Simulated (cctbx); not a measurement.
## Resonant diffraction in Mg5Pt2

Space group P6_3/mmc (no. 194), a = 8.6320 Å, b = 8.6320 Å, c = 7.9410 Å, α = 90.00°, β = 90.00°, γ = 120.00°.

```csv
atom,mult.,x,y,z,Ueq (Å²)
Pt1,6,0.2402,0.1201,3/4,0.0159
Pt2,2,2/3,1/3,1/4,0.0169
Mg1,12,0.8044,0.6087,0.0580,0.0228
Mg2,6,0.9333,0.4667,3/4,0.0251
Mg3,2,0,0,1/2,0.0424
```

The model is made up (kin elements in a known structure type, no relaxation), so it says nothing on whether the phase exists.

Calculated with cctbx: free-atom f′ and f″ from the Sasaki tables, no fine structure; amplitudes in electrons.

| E (eV) | F 1 2 0 | F 0 3 0 | F 1 1 0 | F 0 0 2 |
| --- | --- | --- | --- | --- |
| 10964 | 124.6 | 96.5 | 69.9 | 447.1 |
| 11314 | 119.2 | 94.9 | 67.4 | 433.2 |
| 11444 | 115.0 | 93.7 | 65.4 | 422.3 |
| 11504 | 110.9 | 92.5 | 63.5 | 411.7 |
| 11534 | 106.8 | 91.3 | 61.6 | 401.1 |
| 11549 | 102.7 | 90.2 | 59.6 | 390.5 |
| 11556 | 99.1 | 89.1 | 57.9 | 381.1 |
| 11560 | 95.1 | 88.0 | 56.1 | 371.0 |
| 11568 | 98.0 | 88.0 | 57.0 | 374.8 |
| 11572 | 102.4 | 89.3 | 59.1 | 386.4 |
| 11579 | 106.2 | 90.5 | 61.0 | 396.6 |
| 11594 | 110.4 | 91.7 | 62.9 | 407.5 |
| 11624 | 114.5 | 92.9 | 64.9 | 418.4 |
| 11714 | 119.9 | 94.5 | 67.5 | 432.6 |
| 11964 | 125.3 | 96.1 | 70.1 | 446.8 |

**Question.** Which edge is crossed, and why do the reflections move as they do?

The L3 edge of Pt. The edge is at 11564 eV. f′ of Pt falls from -12.1 e at 11444 eV to -18.7 e at 4 eV below it, and f″ steps from 3.87 to 10.19 e across it. Over that approach |F| changes by -17 % (1 2 0), -6 % (0 3 0), -14 % (1 1 0) and -12 % (0 0 2): a reflection falls where Pt scatters in phase with the total and rises where it scatters against it; it hardly moves where the Pt term is small or cancels by symmetry. Above the edge the larger f″ enters the imaginary part, where it can add to or cancel the other atoms' f″. The structure is centrosymmetric, so Friedel mates stay equal.

[Logs are printed without paths, hosts, clocks, repeated set-up lines and the standing remarks that a program may print on its own settings, such as how far it seeks lower states.]
